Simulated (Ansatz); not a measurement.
# C on Hf(0001): change of the work function, part 2 of 4

Wanted: Δφ(θ) for C/Hf(0001), starting from the fcc site.

Ansatz 0.2.0; plane-wave DFT, PBE, Ansatz PAW.

So far, work function, upper face (eV): step 2 (the clean slab) 4.33.

### 3. Adsorbate added, k-mesh 4×4×1, coverage 0.111 ML

System of this step: C/Hf(0001). The cell holds 37 atoms: 36 Hf and 1 C. Its edges and angles: a = 9.600 Å, b = 9.600 Å, c = 27.359 Å, α = 90.0°, β = 90.0°, γ = 60.0°. Vacuum lies along c.

The clean slab as it ended is repeated in the plane and the adsorbate is set on one face; the cell's size fixes the coverage, and the k-mesh shrinks with it to keep the sampling density about even. Adsorbate and upper layers relax, since the dipole depends on the height.

The input, input.yaml:

```yaml
crystal:
  lattice:
    - [9.6, 0.0, 0.0]
    - [4.8, 8.3138438763, 0.0]
    - [0.0, 0.0, 27.3586529855]
  atoms:
    - { symbol: Hf, position: [0.2222222222, 0.2222222222, 0.3289635643] }
    - { symbol: Hf, position: [0.0, 0.0, 0.4214827391] }
    - { symbol: Hf, position: [0.2222222222, 0.2222222222, 0.5179643955] }
    - { symbol: Hf, position: [0.0, 0.0, 0.6049353542] }
    - { symbol: Hf, position: [0.2222222222, 0.5555555556, 0.3289635643] }
    - { symbol: Hf, position: [0.0, 0.3333333333, 0.4214827391] }
    - { symbol: Hf, position: [0.2222222222, 0.5555555556, 0.5179643955] }
    - { symbol: Hf, position: [0.0, 0.3333333333, 0.6049353542] }
    - { symbol: Hf, position: [0.2222222222, 0.8888888889, 0.3289635643] }
    - { symbol: Hf, position: [0.0, 0.6666666667, 0.4214827391] }
    - { symbol: Hf, position: [0.2222222222, 0.8888888889, 0.5179643955] }
    - { symbol: Hf, position: [0.0, 0.6666666667, 0.6049353542] }
    - { symbol: Hf, position: [0.5555555556, 0.2222222222, 0.3289635643] }
    - { symbol: Hf, position: [0.3333333333, 0.0, 0.4214827391] }
    - { symbol: Hf, position: [0.5555555556, 0.2222222222, 0.5179643955] }
    - { symbol: Hf, position: [0.3333333333, 0.0, 0.6049353542] }
    - { symbol: Hf, position: [0.5555555556, 0.5555555556, 0.3289635643] }
    - { symbol: Hf, position: [0.3333333333, 0.3333333333, 0.4214827391] }
    - { symbol: Hf, position: [0.5555555556, 0.5555555556, 0.5179643955] }
    - { symbol: Hf, position: [0.3333333333, 0.3333333333, 0.6049353542] }
    - { symbol: Hf, position: [0.5555555556, 0.8888888889, 0.3289635643] }
    - { symbol: Hf, position: [0.3333333333, 0.6666666667, 0.4214827391] }
    - { symbol: Hf, position: [0.5555555556, 0.8888888889, 0.5179643955] }
    - { symbol: Hf, position: [0.3333333333, 0.6666666667, 0.6049353542] }
    - { symbol: Hf, position: [0.8888888889, 0.2222222222, 0.3289635643] }
    - { symbol: Hf, position: [0.6666666667, 0.0, 0.4214827391] }
    - { symbol: Hf, position: [0.8888888889, 0.2222222222, 0.5179643955] }
    - { symbol: Hf, position: [0.6666666667, 0.0, 0.6049353542] }
    - { symbol: Hf, position: [0.8888888889, 0.5555555556, 0.3289635643] }
    - { symbol: Hf, position: [0.6666666667, 0.3333333333, 0.4214827391] }
    - { symbol: Hf, position: [0.8888888889, 0.5555555556, 0.5179643955] }
    - { symbol: Hf, position: [0.6666666667, 0.3333333333, 0.6049353542] }
    - { symbol: Hf, position: [0.8888888889, 0.8888888889, 0.3289635643] }
    - { symbol: Hf, position: [0.6666666667, 0.6666666667, 0.4214827391] }
    - { symbol: Hf, position: [0.8888888889, 0.8888888889, 0.5179643955] }
    - { symbol: Hf, position: [0.6666666667, 0.6666666667, 0.6049353542] }
    - { symbol: C, position: [0.1111111111, 0.1111111111, 0.6710364357] }
kpoints:
  mp_grid: { grid: [4, 4, 1] }
hamiltonian:
  xc: pbe
scf:
  occupations: { method: fermi_dirac, width: 0.1 }
  convergence: { dr2_threshold: 1.0e-08 }
efield:
  axis: 3
  dipole_correction: true
  ramp_position: 0.97
  ramp_width: 0.06
relax:
  f_tol: 0.02
  max_steps: 60
  constraints:
    - { sites: [0, 1, 4, 5, 8, 9, 12, 13, 16, 17, 20, 21, 24, 25, 28, 29, 32, 33] }
output:
  write_potential: true
  write_density: true
  volumetric_format: npy
```

On the command line:

```sh
ansatz run input.yaml --threads 8 --pin off --max-ram 16384MiB --backend cpu --events-out ev --progress --plain --runs-dir out
```

Numbers of over 12 decimals in the logs are rounded to 6 here.

The program printed:

```text
[...]
Crystal: 37 atoms, lattice volume = 2183.573 Å³
Basis set: ecut = 420 eV, 42685 PW (Γ), exchange–correlation on 144×144×384 points (8 copies of the dense FFT grid, shifted against one another)
Bands: 564, of which v1, the nominal top of the filled ones, is band 470 counted from 1 (469 counted from 0)
Symmetry: 6 space group operations
[...]
k-points: 4 of 16 (time reversal used)
[...]
SCF iter   1: F=—  HF=-566200.862211 eV  |F-HF|=—  |Δ(HF+E_count)|=         —  Δρ=6.11e-3  dr2=1.73e1  ethr=1.77e-3  p=-0.293 e·Å  D=-2.43e-2 V/Å  ΔV_dip=0.66 eV  dr2_dipole=2.60e-1  V_vac-E_F(+/−)=5.11/4.44 eV  ⟨swp⟩=6.0  Hψ=7299  notcnv=0  defer=39
[...]
SCF iter  12: F=-566200.362167 eV  HF=-566200.362167 eV  |F-HF|=1.16e-8  |Δ(HF+E_count)|=   4.44e-8  Δρ=2.50e-7  dr2=2.17e-9  ethr=1.00e-12  p=-0.193 e·Å  D=-1.60e-2 V/Å  ΔV_dip=0.44 eV  dr2_dipole=7.51e-11  V_vac-E_F(+/−)=4.81/4.37 eV  ⟨swp⟩=38.0  Hψ=47735  notcnv=24
WARN: eigensolver did not converge (k=0): 36 band(s) unlocked after 106 sweeps at occupation × residual norm < 1.00e-8 eV (lowest unlocked band 0, counted from 0, weighed at 2.000 electrons; max residual 8.55e-3 eV among the unlocked bands, 8.55e-3 eV over every band, not weighted by occupation; other slots of this pass that fall short are told together in one closing line; warning suppressed for the rest of this close's residual-converged pass)
SCF 1 converged in 12 iterations: F = -566200.362167 eV  dr2 = 2.17e-9
  Residual-converged pass: ⟨swp⟩=27.2  Hψ=10166  notcnv=36  max |occ|·‖R‖ = 1.7e-2 eV (tolerance 1.0e-8 eV)  dr2=2.17e-9  dr2_onsite=2.55e-10  max |Δocc| = 4.4e-14
[...]
relax step   1: F+E_penalty+E_count = -566200.36216686 eV  Δ(F+E_penalty+E_count) = +0.000e0 eV  max|allowed force component| = 4.357e0 eV/Å  Δτ_max = 0.0000 Å  (12 SCF iters, accepted)
[...]
SCF iter  11: F=-566201.676679 eV  HF=-566201.676679 eV  |F-HF|=1.16e-8  |Δ(HF+E_count)|=   1.72e-8  Δρ=2.41e-7  dr2=2.68e-9  ethr=1.06e-12  p=-0.151 e·Å  D=-1.25e-2 V/Å  ΔV_dip=0.34 eV  dr2_dipole=3.49e-11  V_vac-E_F(+/−)=4.71/4.37 eV  ⟨swp⟩=13.8  Hψ=21743  notcnv=0
SCF 2 converged in 11 iterations: F = -566201.676679 eV  dr2 = 2.68e-9
[...]
relax step   2: F+E_penalty+E_count = -566201.67667880 eV  Δ(F+E_penalty+E_count) = -1.315e0 eV  max|allowed force component| = 4.091e0 eV/Å  Δτ_max = 0.1950 Å  (11 SCF iters, accepted)
SCF iter   1: F=—  HF=-566202.778438 eV  |F-HF|=—  |Δ(HF+E_count)|=         —  Δρ=4.77e-3  dr2=1.33e0  ethr=2.09e-3  p=-0.151 e·Å  D=-1.25e-2 V/Å  ΔV_dip=0.34 eV  dr2_dipole=7.78e-2  V_vac-E_F(+/−)=4.72/4.38 eV  ⟨swp⟩=3.5  Hψ=3582  notcnv=0  defer=75
[...]
SCF iter  10: F=-566202.567992 eV  HF=-566202.567992 eV  |F-HF|=6.98e-9  |Δ(HF+E_count)|=   8.07e-8  Δρ=3.92e-7  dr2=7.02e-9  ethr=1.06e-12  p=-0.099 e·Å  D=-8.21e-3 V/Å  ΔV_dip=0.22 eV  dr2_dipole=1.33e-9  V_vac-E_F(+/−)=4.60/4.37 eV  ⟨swp⟩=19.2  Hψ=26937  notcnv=0
SCF 3 converged in 10 iterations: F = -566202.567992 eV  dr2 = 7.02e-9
relax step   3: F+E_penalty+E_count = -566202.56799198 eV  Δ(F+E_penalty+E_count) = -8.913e-1 eV  max|allowed force component| = 2.455e0 eV/Å  Δτ_max = 0.1976 Å  (10 SCF iters, accepted)
[...]
relax step   4: F+E_penalty+E_count = -566202.93757348 eV  Δ(F+E_penalty+E_count) = -3.696e-1 eV  max|allowed force component| = 7.005e-1 eV/Å  Δτ_max = 0.1919 Å  (11 SCF iters, accepted)
[...]
relax step   5: F+E_penalty+E_count = -566202.98651930 eV  Δ(F+E_penalty+E_count) = -4.895e-2 eV  max|allowed force component| = 8.176e-2 eV/Å  Δτ_max = 0.1468 Å  (10 SCF iters, accepted)
SCF iter   1: F=—  HF=-566202.992441 eV  |F-HF|=—  |Δ(HF+E_count)|=         —  Δρ=5.50e-4  dr2=5.53e-2  ethr=1.50e-5  p=-0.054 e·Å  D=-4.48e-3 V/Å  ΔV_dip=0.12 eV  dr2_dipole=1.76e-3  V_vac-E_F(+/−)=4.50/4.37 eV  ⟨swp⟩=2.0  Hψ=3220  notcnv=0  defer=75
[...]
SCF iter   9: F=-566202.989520 eV  HF=-566202.989520 eV  |F-HF|=2.06e-8  |Δ(HF+E_count)|=   6.39e-8  Δρ=4.17e-7  dr2=7.69e-9  ethr=1.06e-12  p=-0.054 e·Å  D=-4.44e-3 V/Å  ΔV_dip=0.12 eV  dr2_dipole=1.02e-9  V_vac-E_F(+/−)=4.50/4.37 eV  ⟨swp⟩=12.5  Hψ=21307  notcnv=0
SCF 6 converged in 9 iterations: F = -566202.989520 eV  dr2 = 7.69e-9
relax step   6: F+E_penalty+E_count = -566202.98951959 eV  Δ(F+E_penalty+E_count) = -3.000e-3 eV  max|allowed force component| = 1.622e-2 eV/Å  Δτ_max = 0.0165 Å  (9 SCF iters, accepted)
NSCF: frozen V_eff on 4 k-points
[...]
SCF converged after 9 iterations
Free energy (F): -566202.989520 eV
[...]
Internal energy: -566201.289704 eV  (E = F + TS)
E sigma→0 (E₀):  -566202.139612 eV
Entropy (-TS):   -1.699815 eV (-45.941 meV/atom)
Fermi energy:    4.673674 eV
Dipole field:    D = -0.004454 V/Å  (p = -0.053748 e·Å, saw-weighted, corrected)
Work function:   Φ+ = 4.4954 eV   Φ− = 4.3736 eV
[...]
--- Forces (eV/Å), atoms counted from 1 ---
  atom   1  Hf     0.00667156     0.00385182     0.63320156
  atom   2  Hf    -0.00272260    -0.00157190    -0.48304414
  atom   3  Hf     0.00717629     0.00414323     0.00242843
  atom   4  Hf     0.01404425     0.00810845    -0.00914443
  atom   5  Hf    -0.01426367     0.00823513     0.66533066
  atom   6  Hf    -0.00000000     0.00314379    -0.48304414
  atom   7  Hf     0.00295163    -0.00170412    -0.00352489
  atom   8  Hf     0.00000000    -0.01621690    -0.00914443
  atom   9  Hf    -0.00000000    -0.00770365     0.63320156
  atom  10  Hf    -0.02226231     0.01285315    -0.76506177
  atom  11  Hf     0.00000000    -0.00828647     0.00242843
  atom  12  Hf    -0.00318850     0.00184088     0.00545770
  atom  13  Hf     0.00000000    -0.01647026     0.66533066
  atom  14  Hf     0.00272260    -0.00157190    -0.48304414
  atom  15  Hf     0.00000000     0.00340825    -0.00352489
  atom  16  Hf    -0.01404425     0.00810845    -0.00914443
  atom  17  Hf     0.01426367     0.00823513     0.66533066
  atom  18  Hf    -0.01991973    -0.01150066    -0.69454031
  atom  19  Hf    -0.00295163    -0.00170412    -0.00352489
  atom  20  Hf     0.00272206     0.00157158     0.00129217
  atom  21  Hf     0.00444809    -0.00256811     0.64419923
  atom  22  Hf    -0.00000000     0.02300132    -0.69454031
  atom  23  Hf    -0.01073404     0.00619730     0.00550278
  atom  24  Hf     0.00000000    -0.00314316     0.00129217
  atom  25  Hf    -0.00667156     0.00385182     0.63320156
  atom  26  Hf     0.00000000    -0.02570630    -0.76506177
  atom  27  Hf    -0.00717629     0.00414323     0.00242843
  atom  28  Hf     0.00000000    -0.00368177     0.00545770
  atom  29  Hf    -0.00000000     0.00513621     0.64419923
  atom  30  Hf     0.01991973    -0.01150066    -0.69454031
  atom  31  Hf    -0.00000000    -0.01239460     0.00550278
  atom  32  Hf    -0.00272206     0.00157158     0.00129217
  atom  33  Hf    -0.00444809    -0.00256811     0.64419923
  atom  34  Hf     0.02226231     0.01285315    -0.76506177
  atom  35  Hf     0.01073404     0.00619730     0.00550278
  atom  36  Hf     0.00318850     0.00184088     0.00545770
  atom  37  C      0.00000000    -0.00000000    -0.00622179
  max |Σ_I F_I| component: 6.91e-5 eV/Å
--- Band table (eV) ---
  k-point 0: bands = [... 466 lower, 4.6482, 4.6595, 4.6624, 4.6881, 4.6881, 4.7314, 4.7682, 4.7682, ... 90 higher]
  k-point 1: bands = [... 466 lower, 4.5699, 4.5859, 4.6612, 4.6624, 4.6867, 4.7007, 4.7341, 4.8018, ... 90 higher]
  k-point 2: bands = [... 466 lower, 4.5444, 4.5675, 4.5975, 4.6467, 4.6679, 4.7018, 4.7765, 4.8300, ... 90 higher]
  k-point 3: bands = [... 466 lower, 4.4959, 4.5302, 4.6247, 4.6398, 4.7142, 4.7521, 4.7871, 4.8148, ... 90 higher]
--- Relaxed structure (6 steps of the walk, 6 accepted, 0 SCFs on fresh bases) ---
  F+E_penalty+E_count = -566202.98951959 eV   max|allowed force component| = 1.622e-2 eV/Å
  atoms:
    - { symbol: Hf, position: [0.222222, 0.222222, 0.3289635643] }
    - { symbol: Hf, position: [1.1111101403313755e-11, 1.1111101403313757e-11, 0.421483] }
    - { symbol: Hf, position: [0.223236, 0.223236, 0.518246] }
    - { symbol: Hf, position: [-0.000964454, -0.000964454, 0.609886] }
    - { symbol: Hf, position: [0.222222, 0.555556, 0.3289635643] }
    - { symbol: Hf, position: [1.1111139786024182e-11, 0.333333, 0.421483] }
    - { symbol: Hf, position: [0.221898, 0.555718, 0.517438] }
    - { symbol: Hf, position: [-0.000964454, 0.335262, 0.609886] }
    - { symbol: Hf, position: [0.222222, 0.888889, 0.3289635643] }
    - { symbol: Hf, position: [-2.2222168549745902e-11, 0.666667, 0.421483] }
    - { symbol: Hf, position: [0.223236, 0.886860, 0.518246] }
    - { symbol: Hf, position: [0.00173154, 0.665801, 0.604364] }
    - { symbol: Hf, position: [0.555556, 0.222222, 0.3289635643] }
    - { symbol: Hf, position: [0.333333, 1.1111101403313757e-11, 0.421483] }
    - { symbol: Hf, position: [0.555718, 0.221898, 0.517438] }
    - { symbol: Hf, position: [0.335262, -0.000964454, 0.609886] }
    - { symbol: Hf, position: [0.555556, 0.555556, 0.3289635643] }
    - { symbol: Hf, position: [0.333333, 0.333333, 0.421483] }
    - { symbol: Hf, position: [0.555718, 0.555718, 0.517438] }
    - { symbol: Hf, position: [0.335591, 0.335591, 0.605418] }
    - { symbol: Hf, position: [0.555556, 0.888889, 0.3289635643] }
    - { symbol: Hf, position: [0.333333, 0.666667, 0.421483] }
    - { symbol: Hf, position: [0.555810, 0.888762, 0.517262] }
    - { symbol: Hf, position: [0.335591, 0.662152, 0.605418] }
    - { symbol: Hf, position: [0.888889, 0.222222, 0.3289635643] }
    - { symbol: Hf, position: [0.666667, -2.222223468803194e-11, 0.421483] }
    - { symbol: Hf, position: [0.886860, 0.223236, 0.518246] }
    - { symbol: Hf, position: [0.665801, 0.00173154, 0.604364] }
    - { symbol: Hf, position: [0.888889, 0.555556, 0.3289635643] }
    - { symbol: Hf, position: [0.666667, 0.333333, 0.421483] }
    - { symbol: Hf, position: [0.888762, 0.555810, 0.517262] }
    - { symbol: Hf, position: [0.662152, 0.335591, 0.605418] }
    - { symbol: Hf, position: [0.888889, 0.888889, 0.3289635643] }
    - { symbol: Hf, position: [0.666667, 0.666667, 0.421483] }
    - { symbol: Hf, position: [0.888762, 0.888762, 0.517262] }
    - { symbol: Hf, position: [0.665801, 0.665801, 0.604364] }
    - { symbol: C, position: [0.111111, 0.111111, 0.644344] }
```

Elapsed: 19 min, on 8 threads of Arm Neoverse V2, shared host; peak memory 12 GiB; 2.5 h of CPU time.

Step by step:

| step | energy less that of the first step (eV) | largest force component (eV/Å) |
| --- | --- | --- |
| 1 | 0.0000 | 4.3569 |
| 2 | -1.3145 | 4.0912 |
| 3 | -2.2058 | 2.4546 |
| 4 | -2.5754 | 0.7005 |
| 5 | -2.6244 | 0.0818 |
| 6 | -2.6274 | 0.0162 |

Forces are held to the 6 operations that the run works with; a distortion that breaks them can't arise in this run.

The atoms that moved most (Å):

| atom | dx | dy | dz | length |
| --- | --- | --- | --- | --- |
| C37 | 0.000 | 0.000 | -0.730 | 0.730 |
| Hf4 | -0.014 | -0.008 | 0.135 | 0.136 |
| Hf16 | 0.014 | -0.008 | 0.135 | 0.136 |
| Hf8 | 0.000 | 0.016 | 0.135 | 0.136 |
| Hf24 | 0.000 | -0.038 | 0.013 | 0.040 |
| Hf32 | -0.033 | 0.019 | 0.013 | 0.040 |
| Hf20 | 0.033 | 0.019 | 0.013 | 0.040 |
| Hf36 | -0.012 | -0.007 | -0.016 | 0.021 |

Final coordinates:

```cif
data_structure
_symmetry_space_group_name_H-M 'P 1'
_symmetry_Int_Tables_number 1
_cell_length_a 9.6000
_cell_length_b 9.6000
_cell_length_c 27.3587
_cell_angle_alpha 90.000
_cell_angle_beta 90.000
_cell_angle_gamma 60.000
_cell_volume 2183.57
loop_
_atom_site_label
_atom_site_type_symbol
_atom_site_fract_x
_atom_site_fract_y
_atom_site_fract_z
_atom_site_occupancy
Hf1 Hf 0.22222 0.22222 0.32896 1
Hf2 Hf 0.00000 0.00000 0.42148 1
Hf3 Hf 0.22324 0.22324 0.51825 1
Hf4 Hf 0.99904 0.99904 0.60989 1
Hf5 Hf 0.22222 0.55556 0.32896 1
Hf6 Hf 0.00000 0.33333 0.42148 1
Hf7 Hf 0.22190 0.55572 0.51744 1
Hf8 Hf 0.99904 0.33526 0.60989 1
Hf9 Hf 0.22222 0.88889 0.32896 1
Hf10 Hf 0.00000 0.66667 0.42148 1
Hf11 Hf 0.22324 0.88686 0.51825 1
Hf12 Hf 0.00173 0.66580 0.60436 1
Hf13 Hf 0.55556 0.22222 0.32896 1
Hf14 Hf 0.33333 0.00000 0.42148 1
Hf15 Hf 0.55572 0.22190 0.51744 1
Hf16 Hf 0.33526 0.99904 0.60989 1
Hf17 Hf 0.55556 0.55556 0.32896 1
Hf18 Hf 0.33333 0.33333 0.42148 1
Hf19 Hf 0.55572 0.55572 0.51744 1
Hf20 Hf 0.33559 0.33559 0.60542 1
Hf21 Hf 0.55556 0.88889 0.32896 1
Hf22 Hf 0.33333 0.66667 0.42148 1
Hf23 Hf 0.55581 0.88876 0.51726 1
Hf24 Hf 0.33559 0.66215 0.60542 1
Hf25 Hf 0.88889 0.22222 0.32896 1
Hf26 Hf 0.66667 0.00000 0.42148 1
Hf27 Hf 0.88686 0.22324 0.51825 1
Hf28 Hf 0.66580 0.00173 0.60436 1
Hf29 Hf 0.88889 0.55556 0.32896 1
Hf30 Hf 0.66667 0.33333 0.42148 1
Hf31 Hf 0.88876 0.55581 0.51726 1
Hf32 Hf 0.66215 0.33559 0.60542 1
Hf33 Hf 0.88889 0.88889 0.32896 1
Hf34 Hf 0.66667 0.66667 0.42148 1
Hf35 Hf 0.88876 0.88876 0.51726 1
Hf36 Hf 0.66580 0.66580 0.60436 1
C37 C 0.11111 0.11111 0.64434 1
```

This step gave:

* energy at zero smearing: -566202.1396 eV
* work function, upper face: 4.495 eV
* work function, lower face: 4.374 eV
* dipole along the normal: -0.05375 e·Å
* step between the vacuum levels: 0.1219 eV

Running mean over 2.5312 Å of the planar mean; the ramp of the sawtooth is left out. Table of electron's electrostatic potential energy less the Fermi level by z:

z (Å), electron's electrostatic potential energy less the Fermi level (eV) and a bar from the least value:
```
      3.5       4.37 ##############################
      4.0       4.37 ##############################
      4.5       4.36 ##############################
      5.0       4.35 ##############################
      5.5       4.29 #############################
      6.0       4.12 #############################
      6.5       3.63 ############################
      7.0       2.31 #########################
      7.5      -0.57 ##################
      8.0      -4.05 #########
      8.5      -6.60 ###
      9.0      -7.41 #
      9.5      -7.41 #
     10.0      -7.30 #
     10.5      -7.25 #
     11.0      -7.25 #
     11.5      -7.24 #
     12.0      -7.09 ##
     12.5      -6.79 ###
     13.0      -6.73 ###
     13.5      -6.93 ##
     14.0      -7.22 ##
     14.5      -7.46 #
     15.0      -7.77 
     15.5      -7.84 
     16.0      -7.74 
     16.5      -7.63 #
     17.0      -7.04 ##
     17.5      -4.82 #######
     18.0      -1.41 ################
     18.5       1.72 #######################
     19.0       3.47 ############################
     19.5       4.18 #############################
     20.0       4.40 ##############################
     20.5       4.47 ##############################
     21.0       4.49 ##############################
     21.5       4.49 ##############################
     22.0       4.49 ##############################
     22.5       4.50 ##############################
     23.0       4.50 ##############################
     23.5       4.50 ##############################
     24.0       4.50 ##############################
```

The relaxation took 6 steps and lowered the energy by 2.6 eV; the largest force on the free atoms ends at 0.016 eV/Å.

The covered face has 4.50 eV, +0.16 eV against the clean one; the bare back face has moved by -0.01 eV, a measure of how thin the slab is.

(Part 2 of 4 ends here.)

[Logs are printed without paths, hosts, clocks, repeated set-up lines and the standing remarks that a program may print on its own settings, such as how far it seeks lower states.]

[Hosts, paths, dates, database ids (printed as entryN), source tags and the programs' standing remarks are cut or masked in the printed files.]

[Maps of the electrostatic potential energy from Ansatz leave out the sawtooth potential of an applied field or a dipole correction, so their vacuum need not be flat; planar profiles and work functions include it.]
